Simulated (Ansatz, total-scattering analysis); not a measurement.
# formic acid: neutron weights and totals by hand

A simulated model of formic acid at 360 K, fixed volume (mean pressure 0.6 GPa), from ab initio molecular dynamics with Ansatz (revPBE-D3(BJ), plane waves, PAW default files, Langevin thermostat, no spin, fixed volume, H with the mass of D). The average runs over 0.52 ps of 90 atoms, so shells between rare elements are rough. Mean temperature 359 K, largest m.s.d. 1.00 Å², energy drift +5 meV an atom (last third less first, no steady trend), Langevin friction 10 ps⁻¹; the first quarter of the run is discarded. Preparation: last frame of a classical run of this cell, a melt at this density, then 0.3 ps at 360 K with a cheaper basis and a friction of 10 ps⁻¹ (mean temperature of the first stage 375 K), too short to forget the start in full. So short a stretch relaxes bonds and nearest shells but still remembers its start. It is a liquid as far as so short a run tells. Atom fractions O 0.4000, C 0.2000, H 0.4000; masses O 15.999, C 12.011, H 1.008 u; density 1.2200 g/cm³; coherent lengths O 5.8037, C 6.6472, H 6.6681 fm (H as D). Faber–Ziman partials at a few Q:

| Q (Å⁻¹) | S O–O | S O–C | S O–H | S H–H | S C–H | S C–C |
| --- | --- | --- | --- | --- | --- | --- |
| 1.70 | 0.679 | 3.529 | 1.632 | 0.646 | 2.558 | 3.519 |
| 3.70 | 1.221 | 0.234 | 1.080 | 0.791 | 0.606 | 1.351 |
| 3.90 | 1.139 | 0.430 | 1.073 | 0.804 | 0.803 | 1.190 |

The pair function g(OO), r in Å, every 0.06 Å up to its first minimum: 2.13 0.01, 2.19 1.00, 2.25 3.57, 2.31 3.20, 2.37 0.46, 2.43 0.06.

**Tasks.** (a) The number density. (b) The neutron weights. (c) The neutron S(Q) at the listed Q. (d) The number of O around O.

(a) The mean mass is 0.4000×15.999 + 0.2000×12.011 + 0.4000×1.008 = 9.205 u, so ρ₀ = 1.2200/(9.205 × 1.66054) = 0.07982 Å⁻³.

(b) ⟨b⟩ = 0.4000×5.8037 + 0.2000×6.6472 + 0.4000×6.6681 = 6.318 fm. The weight of a pair is ci cj bi bj (2 − δij)/⟨b⟩²: O–O 0.135, O–C 0.155, O–H 0.310, H–H 0.178, C–H 0.178, C–C 0.044; they sum to 1.000.

(c) S = 1 + Σ w (Sij − 1). At 1.70 Å⁻¹: 1 − 0.043 + 0.391 + 0.196 − 0.063 + 0.277 + 0.112 = 1.870; O–C pushes up most; H–H pulls down most. At 3.70 Å⁻¹: 1 + 0.030 − 0.118 + 0.025 − 0.037 − 0.070 + 0.016 = 0.846; O–O pushes up most; O–C pulls down most. At 3.90 Å⁻¹: 1 + 0.019 − 0.088 + 0.023 − 0.035 − 0.035 + 0.008 = 0.892; O–H pushes up most; O–C pulls down most.

(d) n = 4πρ₀ c(O) Σ r² g Δr. The sum Σ r² g over the listed points is 43.0 Å², so n = 4π × 0.07982 × 0.4000 × 43.0 × 0.06 = 1.03; counting pairs in the frames up to 2.48 Å gives 1.01; the coarse grid and the factor (N − 1)/N for like atoms account for the difference.
